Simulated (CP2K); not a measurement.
Two runs for the O K edge of formamide dimer. Run A: CP2K XAS_TDP, all-electron GAPW, PBEh(45%), aug-cc-pVDZ, TDA, no relativity. Run B differs in one setting.

First lines with a strength over 0.0015. A:

| atom | energy (eV) | states | strength, one atom |
| --- | --- | --- | --- |
| O3 (bonded to C, takes 1 H bond) | 527.78 | 1 | 0.0335 |
|  | 531.77 | 1 | 0.0017 |
|  | 533.03 | 1 | 0.0030 |
|  | 533.28 | 1 | 0.0033 |
|  | 534.31 | 1 | 0.0023 |
| O6 (bonded to C, takes 1 H bond) | 527.78 | 1 | 0.0335 |
|  | 531.77 | 1 | 0.0017 |
|  | 533.03 | 1 | 0.0030 |
|  | 533.28 | 1 | 0.0033 |
|  | 534.31 | 1 | 0.0023 |

B:

```csv
atom,energy (eV),states,"strength, one atom"
"O3 (bonded to C, takes 1 H bond)",532.40,1,0.0332
,536.39,1,0.0017
,537.65,1,0.0029
,537.90,1,0.0033
,538.93,1,0.0023
"O6 (bonded to C, takes 1 H bond)",532.40,1,0.0332
,536.39,1,0.0017
,537.65,1,0.0029
,537.90,1,0.0033
,538.93,1,0.0023
```

Question: Which was it: scalar relativity switched on, the basis, the functional, GW2X switched on?

GW2X switched on. GW2X shifts an atom's lines together and keeps their spacings. Against PBEh(45%) in aug-cc-pVDZ, the leading lines move by +4.62 eV (O3, to 532.40) and +4.62 eV (O6, to 532.40).

[Banner, clock and machine lines of the logs are left out without a mark of their own.]

[Logs are printed without paths, hosts, clocks, repeated set-up lines and the standing remarks that a program may print on its own settings, such as how far it seeks lower states.]

[Hosts, paths, dates, database ids (printed as entryN), source tags and the programs' standing remarks are cut or masked in the printed files.]
